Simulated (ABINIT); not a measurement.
# RbSnH3 (Pm-3m): zone-centre phonons, part 3 of 4

Which modes does RbSnH3 (Pm-3m) have at the zone centre?

ABINIT 10.8.3; DFT LDA, scalar-relativistic, plane waves, PseudoDojo norm-conserving pseudopotentials.

So far. Step 6 (Ground state): The cell stands at -0.52 GPa: the relaxation ran with a smoothed and higher cutoff, and the difference is a stress of the finite basis. Step 7 (Zone-centre response): The acoustic modes at Γ come out as far as 3.0 cm⁻¹ from zero, where they should vanish, a small numerical error. The lowest optical mode is imaginary, 1215i cm⁻¹, an instability at this level and on this k mesh. The relaxed cell has a = 4.284 Å (conventional setting).

The structure was built from a prototype and need not be the compound's stable phase.

### 8. Zone-centre analysis

anaddb reads the merged derivatives and imposes the acoustic sum rule.

File anaddb.abi:

```
ddb_filepath "gamma_DDB"
output_file "anaddb.abo"
outdata_prefix "anaddb"
asr 1
chneut 1
enunit 2
eivec 1
nph1l 1
qph1l 0.0 0.0 0.0 1.0
```

File mrgddb.in:

```
gamma_DDB
merged
2
dfpt_gammao_DDB
gso_DDB
```

Started as:

```console
> mrgddb < mrgddb.in > mrgddb.log
> OMP_NUM_THREADS=1 anaddb anaddb.abi > anaddb.log
```

anaddb.abo, the main output file:

```text
-outvars_anaddb: echo values of input variables ----------------------

 Miscellaneous information :
      enunit         2
       eivec         1
         asr         1
 First list of wavevector (reduced coord.) :
       nph1l         1
       qph1l
                     0.00000000E+00  0.00000000E+00  0.00000000E+00    1.000E+00

================================================================================

 read the DDB information and perform some checks

  ==== Info on the Cryst% object ====
 Real(R)+Recip(G) space primitive vectors, cartesian coordinates (Bohr,Bohr^-1):
 R(1)=  8.0965121  0.0000000  0.0000000  G(1)=  0.1235100  0.0000000  0.0000000
 R(2)=  0.0000000  8.0965121  0.0000000  G(2)=  0.0000000  0.1235100  0.0000000
 R(3)=  0.0000000  0.0000000  8.0965121  G(3)=  0.0000000  0.0000000  0.1235100
 Unit cell volume ucvol=  5.3075477E+02 bohr^3
 Angles (23,13,12)=  9.00000000E+01  9.00000000E+01  9.00000000E+01 degrees
 Time-reversal symmetry is present
 Reduced atomic positions [iatom, xred, symbol]:
    1)    0.0000000  0.0000000  0.0000000  Rb
    2)    0.5000000  0.5000000  0.5000000  Sn
    3)    0.5000000  0.5000000  0.0000000   H
    4)    0.5000000  0.0000000  0.5000000   H
    5)    0.0000000  0.5000000  0.5000000   H

 DDB file with 3 blocks has been read.

================================================================================

 Treat the first list of vectors

  Phonon wavevector (reduced coordinates) :  0.00000  0.00000  0.00000
 Phonon energies in Hartree :
  -5.534652E-03 -5.534652E-03 -5.534652E-03  0.000000E+00  0.000000E+00
   0.000000E+00  3.768621E-04  3.768621E-04  3.768621E-04  2.542578E-03
   2.542578E-03  2.542578E-03  2.628144E-03  2.628144E-03  2.628144E-03
 Phonon energies in meV     :
- -1.506055E+02 -1.506055E+02 -1.506055E+02  0.000000E+00  0.000000E+00
-  0.000000E+00  1.025494E+01  1.025494E+01  1.025494E+01  6.918708E+01
-  6.918708E+01  6.918708E+01  7.151545E+01  7.151545E+01  7.151545E+01
 Phonon frequencies in cm-1    :
- -1.214716E+03 -1.214716E+03 -1.214716E+03  0.000000E+00  0.000000E+00
-  0.000000E+00  8.271166E+01  8.271166E+01  8.271166E+01  5.580314E+02
-  5.580314E+02  5.580314E+02  5.768110E+02  5.768110E+02  5.768110E+02
 Phonon frequencies in Thz     :
- -3.641626E+01 -3.641626E+01 -3.641626E+01  0.000000E+00  0.000000E+00
-  0.000000E+00  2.479633E+00  2.479633E+00  2.479633E+00  1.672936E+01
-  1.672936E+01  1.672936E+01  1.729236E+01  1.729236E+01  1.729236E+01
 Phonon energies in Kelvin  :
- -1.747705E+03 -1.747705E+03 -1.747705E+03  0.000000E+00  0.000000E+00
-  0.000000E+00  1.190036E+02  1.190036E+02  1.190036E+02  8.028827E+02
-  8.028827E+02  8.028827E+02  8.299024E+02  8.299024E+02  8.299024E+02

 Eigendisplacements
 (will be given, for each mode : in cartesian coordinates
   for each atom the real part of the displacement vector,
   then the imaginary part of the displacement vector - absolute values smaller than 1.0d-7 are set to zero)
  Mode number    1   Energy   -5.534652E-03
 Attention : low frequency mode.
   (Could be unstable or acoustic mode)
-  1  4.97896443E-05  0.00000000E+00  0.00000000E+00
-     0.00000000E+00  0.00000000E+00  0.00000000E+00
-  2  1.54249622E-04  0.00000000E+00  0.00000000E+00
-     0.00000000E+00  0.00000000E+00  0.00000000E+00
-  3  4.33938891E-04  0.00000000E+00  0.00000000E+00
-     0.00000000E+00  0.00000000E+00  0.00000000E+00
-  4  4.33938891E-04  3.20026275E-06  0.00000000E+00
-     0.00000000E+00  0.00000000E+00  0.00000000E+00
-  5 -2.32566004E-02  0.00000000E+00  0.00000000E+00
-     0.00000000E+00  0.00000000E+00  0.00000000E+00
  Mode number    2   Energy   -5.534652E-03
 Attention : low frequency mode.
   (Could be unstable or acoustic mode)
-  1  0.00000000E+00  4.97896443E-05  0.00000000E+00
-     0.00000000E+00  0.00000000E+00  0.00000000E+00
-  2  0.00000000E+00  1.54249622E-04  0.00000000E+00
-     0.00000000E+00  0.00000000E+00  0.00000000E+00
-  3  0.00000000E+00  4.33938891E-04  0.00000000E+00
-     0.00000000E+00  0.00000000E+00  0.00000000E+00
-  4  0.00000000E+00 -2.32566004E-02  0.00000000E+00
-     0.00000000E+00  0.00000000E+00  0.00000000E+00
-  5 -3.20026275E-06  4.33938891E-04  0.00000000E+00
-     0.00000000E+00  0.00000000E+00  0.00000000E+00
  Mode number    3   Energy   -5.534652E-03
 Attention : low frequency mode.
   (Could be unstable or acoustic mode)
-  1  0.00000000E+00  0.00000000E+00  4.97896448E-05
-     0.00000000E+00  0.00000000E+00  0.00000000E+00
-  2  0.00000000E+00  0.00000000E+00  1.54249624E-04
-     0.00000000E+00  0.00000000E+00  0.00000000E+00
-  3  0.00000000E+00  0.00000000E+00 -2.32566006E-02
-     0.00000000E+00  0.00000000E+00  0.00000000E+00
-  4  0.00000000E+00  0.00000000E+00  4.33938895E-04
-     0.00000000E+00  0.00000000E+00  0.00000000E+00
-  5  0.00000000E+00  0.00000000E+00  4.33938895E-04
-     0.00000000E+00  0.00000000E+00  0.00000000E+00
  Mode number    4   Energy    0.000000E+00
 Attention : low frequency mode.
   (Could be unstable or acoustic mode)
-  1  0.00000000E+00  0.00000000E+00 -1.62711655E-03
-     0.00000000E+00  0.00000000E+00  0.00000000E+00
-  2  0.00000000E+00  0.00000000E+00 -1.62714640E-03
-     0.00000000E+00  0.00000000E+00  0.00000000E+00
-  3  0.00000000E+00  0.00000000E+00 -1.62713438E-03
-     0.00000000E+00  0.00000000E+00  0.00000000E+00
-  4  0.00000000E+00  0.00000000E+00 -1.62716484E-03
-     0.00000000E+00  0.00000000E+00  0.00000000E+00
-  5  0.00000000E+00  0.00000000E+00 -1.62716484E-03
-     0.00000000E+00  0.00000000E+00  0.00000000E+00
  Mode number    5   Energy    0.000000E+00
 Attention : low frequency mode.
   (Could be unstable or acoustic mode)
-  1  0.00000000E+00  1.62711654E-03  0.00000000E+00
-     0.00000000E+00  0.00000000E+00  0.00000000E+00
-  2  0.00000000E+00  1.62714640E-03  0.00000000E+00
-     0.00000000E+00  0.00000000E+00  0.00000000E+00
-  3  0.00000000E+00  1.62716484E-03  0.00000000E+00
-     0.00000000E+00  0.00000000E+00  0.00000000E+00
-  4  0.00000000E+00  1.62713438E-03  0.00000000E+00
-     0.00000000E+00  0.00000000E+00  0.00000000E+00
-  5  0.00000000E+00  1.62716484E-03  0.00000000E+00
-     0.00000000E+00  0.00000000E+00  0.00000000E+00
  Mode number    6   Energy    0.000000E+00
 Attention : low frequency mode.
   (Could be unstable or acoustic mode)
-  1  1.62711654E-03  0.00000000E+00  0.00000000E+00
-     0.00000000E+00  0.00000000E+00  0.00000000E+00
-  2  1.62714640E-03  0.00000000E+00  0.00000000E+00
-     0.00000000E+00  0.00000000E+00  0.00000000E+00
-  3  1.62716484E-03  0.00000000E+00  0.00000000E+00
-     0.00000000E+00  0.00000000E+00  0.00000000E+00
-  4  1.62716484E-03  0.00000000E+00  0.00000000E+00
-     0.00000000E+00  0.00000000E+00  0.00000000E+00
-  5  1.62713438E-03  0.00000000E+00  0.00000000E+00
-     0.00000000E+00  0.00000000E+00  0.00000000E+00
  Mode number    7   Energy    3.768621E-04
-  1  0.00000000E+00  0.00000000E+00 -1.94092980E-03
-     0.00000000E+00  0.00000000E+00  0.00000000E+00
-  2  0.00000000E+00  0.00000000E+00  1.37286905E-03
-     0.00000000E+00  0.00000000E+00  0.00000000E+00
-  3  0.00000000E+00  0.00000000E+00  7.59765068E-04
-     0.00000000E+00  0.00000000E+00  0.00000000E+00
-  4  0.00000000E+00  0.00000000E+00  1.06397942E-03
-     0.00000000E+00  0.00000000E+00  0.00000000E+00
-  5  0.00000000E+00  0.00000000E+00  1.06397942E-03
-     0.00000000E+00  0.00000000E+00  0.00000000E+00
  Mode number    8   Energy    3.768621E-04
-  1  1.05559662E-07 -1.94092980E-03  0.00000000E+00
-     0.00000000E+00  0.00000000E+00  0.00000000E+00
-  2  0.00000000E+00  1.37286905E-03  0.00000000E+00
-     0.00000000E+00  0.00000000E+00  0.00000000E+00
-  3  0.00000000E+00  1.06397942E-03  0.00000000E+00
-     0.00000000E+00  0.00000000E+00  0.00000000E+00
-  4  0.00000000E+00  7.59765067E-04  0.00000000E+00
-     0.00000000E+00  0.00000000E+00  0.00000000E+00
-  5  0.00000000E+00  1.06397942E-03  0.00000000E+00
-     0.00000000E+00  0.00000000E+00  0.00000000E+00
  Mode number    9   Energy    3.768621E-04
-  1  1.94092980E-03  1.05559632E-07  0.00000000E+00
-     0.00000000E+00  0.00000000E+00  0.00000000E+00
-  2 -1.37286905E-03  0.00000000E+00  0.00000000E+00
-     0.00000000E+00  0.00000000E+00  0.00000000E+00
-  3 -1.06397942E-03  0.00000000E+00  0.00000000E+00
-     0.00000000E+00  0.00000000E+00  0.00000000E+00
-  4 -1.06397942E-03  0.00000000E+00  0.00000000E+00
-     0.00000000E+00  0.00000000E+00  0.00000000E+00
-  5 -7.59765067E-04  0.00000000E+00  0.00000000E+00
-     0.00000000E+00  0.00000000E+00  0.00000000E+00
  Mode number   10   Energy    2.542578E-03
-  1  0.00000000E+00  0.00000000E+00  0.00000000E+00
-     0.00000000E+00  0.00000000E+00  0.00000000E+00
-  2  0.00000000E+00  0.00000000E+00  0.00000000E+00
-     0.00000000E+00  0.00000000E+00  0.00000000E+00
-  3  0.00000000E+00  4.50710834E-07  0.00000000E+00
-     0.00000000E+00  0.00000000E+00  0.00000000E+00
-  4  0.00000000E+00  0.00000000E+00  1.64963404E-02
-     0.00000000E+00  0.00000000E+00  0.00000000E+00
-  5  0.00000000E+00 -4.50710834E-07 -1.64963404E-02
-     0.00000000E+00  0.00000000E+00  0.00000000E+00
  Mode number   11   Energy    2.542578E-03
-  1  0.00000000E+00  0.00000000E+00  0.00000000E+00
-     0.00000000E+00  0.00000000E+00  0.00000000E+00
-  2  0.00000000E+00  0.00000000E+00  0.00000000E+00
-     0.00000000E+00  0.00000000E+00  0.00000000E+00
-  3  5.83908574E-07 -1.64963404E-02  0.00000000E+00
-     0.00000000E+00  0.00000000E+00  0.00000000E+00
-  4 -5.83908574E-07  0.00000000E+00  4.50710605E-07
-     0.00000000E+00  0.00000000E+00  0.00000000E+00
-  5  0.00000000E+00  1.64963404E-02 -4.50710605E-07
-     0.00000000E+00  0.00000000E+00  0.00000000E+00
  Mode number   12   Energy    2.542578E-03
-  1  0.00000000E+00  0.00000000E+00  0.00000000E+00
-     0.00000000E+00  0.00000000E+00  0.00000000E+00
-  2  0.00000000E+00  0.00000000E+00  0.00000000E+00
-     0.00000000E+00  0.00000000E+00  0.00000000E+00
-  3  1.64963404E-02  5.83908397E-07  0.00000000E+00
-     0.00000000E+00  0.00000000E+00  0.00000000E+00
-  4 -1.64963404E-02  0.00000000E+00  0.00000000E+00
-     0.00000000E+00  0.00000000E+00  0.00000000E+00
-  5  0.00000000E+00 -5.83908397E-07  0.00000000E+00
-     0.00000000E+00  0.00000000E+00  0.00000000E+00
  Mode number   13   Energy    2.628144E-03
-  1  0.00000000E+00  0.00000000E+00 -3.68891561E-05
-     0.00000000E+00  0.00000000E+00  0.00000000E+00
-  2  0.00000000E+00  0.00000000E+00 -2.54968815E-04
-     0.00000000E+00  0.00000000E+00  0.00000000E+00
-  3  0.00000000E+00 -2.04394043E-07  4.05233491E-04
-     0.00000000E+00  0.00000000E+00  0.00000000E+00
-  4  0.00000000E+00  0.00000000E+00  1.63756291E-02
-     0.00000000E+00  0.00000000E+00  0.00000000E+00
-  5  0.00000000E+00 -2.04394043E-07  1.63756291E-02
-     0.00000000E+00  0.00000000E+00  0.00000000E+00
  Mode number   14   Energy    2.628144E-03
-  1  0.00000000E+00 -3.68891561E-05  0.00000000E+00
-     0.00000000E+00  0.00000000E+00  0.00000000E+00
-  2  0.00000000E+00 -2.54968815E-04  0.00000000E+00
-     0.00000000E+00  0.00000000E+00  0.00000000E+00
-  3 -2.20373254E-07  1.63756291E-02  0.00000000E+00
-     0.00000000E+00  0.00000000E+00  0.00000000E+00
-  4 -2.20373254E-07  4.05233491E-04  2.04393968E-07
-     0.00000000E+00  0.00000000E+00  0.00000000E+00
-  5  0.00000000E+00  1.63756291E-02  2.04393968E-07
-     0.00000000E+00  0.00000000E+00  0.00000000E+00
  Mode number   15   Energy    2.628144E-03
-  1  3.68891561E-05  0.00000000E+00  0.00000000E+00
-     0.00000000E+00  0.00000000E+00  0.00000000E+00
-  2  2.54968815E-04  0.00000000E+00  0.00000000E+00
-     0.00000000E+00  0.00000000E+00  0.00000000E+00
-  3 -1.63756291E-02 -2.20373184E-07  0.00000000E+00
-     0.00000000E+00  0.00000000E+00  0.00000000E+00
-  4 -1.63756291E-02  0.00000000E+00  0.00000000E+00
-     0.00000000E+00  0.00000000E+00  0.00000000E+00
-  5 -4.05233491E-04 -2.20373185E-07  0.00000000E+00
-     0.00000000E+00  0.00000000E+00  0.00000000E+00

 Analysis of degeneracies and characters (maximum tolerance=1.00E-06 a.u.)
 For each vibration mode, or group of modes if degenerate,
 the characters are given for each symmetry operation (see the list in the log file).
 Symmetry characters of vibration mode #   1
       degenerate with vibration modes #   2 to    3
  3.0 -3.0 -1.0  1.0 -1.0  1.0 -1.0  1.0  1.0 -1.0 -1.0  1.0  1.0 -1.0 -1.0  1.0
 -0.0  0.0 -0.0  0.0  0.0 -0.0  0.0 -0.0  1.0 -1.0 -1.0  1.0 -1.0  1.0  1.0 -1.0
 -0.0  0.0  0.0 -0.0  0.0 -0.0 -0.0  0.0  1.0 -1.0  1.0 -1.0 -1.0  1.0 -1.0  1.0
 Symmetry characters of vibration mode #   4
       degenerate with vibration modes #   5 to    6
  3.0 -3.0 -1.0  1.0 -1.0  1.0 -1.0  1.0  1.0 -1.0 -1.0  1.0  1.0 -1.0 -1.0  1.0
 -0.0  0.0 -0.0  0.0  0.0 -0.0  0.0 -0.0  1.0 -1.0 -1.0  1.0 -1.0  1.0  1.0 -1.0
 -0.0  0.0  0.0 -0.0  0.0 -0.0 -0.0  0.0  1.0 -1.0  1.0 -1.0 -1.0  1.0 -1.0  1.0
 Symmetry characters of vibration mode #   7
       degenerate with vibration modes #   8 to    9
  3.0 -3.0 -1.0  1.0 -1.0  1.0 -1.0  1.0  1.0 -1.0 -1.0  1.0  1.0 -1.0 -1.0  1.0
  0.0 -0.0  0.0 -0.0 -0.0  0.0 -0.0  0.0  1.0 -1.0 -1.0  1.0 -1.0  1.0  1.0 -1.0
  0.0 -0.0 -0.0  0.0 -0.0  0.0  0.0 -0.0  1.0 -1.0  1.0 -1.0 -1.0  1.0 -1.0  1.0
 Symmetry characters of vibration mode #  10
       degenerate with vibration modes #  11 to   12
  3.0 -3.0 -1.0  1.0 -1.0  1.0 -1.0  1.0 -1.0  1.0  1.0 -1.0 -1.0  1.0  1.0 -1.0
  0.0 -0.0  0.0 -0.0 -0.0  0.0 -0.0  0.0 -1.0  1.0  1.0 -1.0  1.0 -1.0 -1.0  1.0
  0.0 -0.0 -0.0  0.0 -0.0  0.0  0.0 -0.0 -1.0  1.0 -1.0  1.0  1.0 -1.0  1.0 -1.0
 Symmetry characters of vibration mode #  13
       degenerate with vibration modes #  14 to   15
  3.0 -3.0 -1.0  1.0 -1.0  1.0 -1.0  1.0  1.0 -1.0 -1.0  1.0  1.0 -1.0 -1.0  1.0
 -0.0  0.0 -0.0  0.0  0.0 -0.0  0.0 -0.0  1.0 -1.0 -1.0  1.0 -1.0  1.0  1.0 -1.0
 -0.0  0.0  0.0 -0.0  0.0 -0.0 -0.0  0.0  1.0 -1.0  1.0 -1.0 -1.0  1.0 -1.0  1.0
-
```

Run time: 0.49 s. Hardware: 1 thread of Arm Neoverse V2, shared host.

No LO-TO term; unit eigenvectors of the mass-weighted matrix, from anaddb's displacements. Modes at Γ, with each element's share of the kinetic energy (negative means imaginary):

```csv
mode,frequency (cm⁻¹),symmetry,Rb %,Sn %,H %
1,-1214.7,T1u,0,1,99
2,-1214.7,T1u,0,1,99
3,-1214.7,T1u,0,1,99
4,0.0,acoustic,41,57,1
5,0.0,acoustic,41,57,1
6,0.0,acoustic,41,57,1
7,82.7,T1u,59,41,1
8,82.7,T1u,59,41,1
9,82.7,T1u,59,41,1
10,558.0,T2u,0,0,100
11,558.0,T2u,0,0,100
12,558.0,T2u,0,0,100
13,576.8,T1u,0,1,99
14,576.8,T1u,0,1,99
15,576.8,T1u,0,1,99
```

Displacements in mode 3 (-1214.7 cm⁻¹), the largest set to 1:
```
Rb1  0.00  0.00  0.00
Sn2  0.00  0.00  0.01
H3   0.00  0.00 -1.00
H4   0.00  0.00  0.02
H5   0.00  0.00  0.02
```

Displacements in mode 13 (576.8 cm⁻¹), the largest set to 1:
```
Rb1  0.00  0.00  0.00
Sn2  0.00  0.00 -0.02
H3   0.00  0.00  0.02
H4   0.00  0.00  1.00
H5   0.00  0.00  1.00
```

The rule moves no optical mode by more than 0.2 cm⁻¹.

(Part 3 of 4 ends here.)

[Host names and launcher messages were left out of these logs when they were recorded.]

[Logs are printed without paths, hosts, clocks, repeated set-up lines and the standing remarks that a program may print on its own settings, such as how far it seeks lower states.]

[Hosts, paths, dates, database ids (printed as entryN), source tags and the programs' standing remarks are cut or masked in the printed files.]
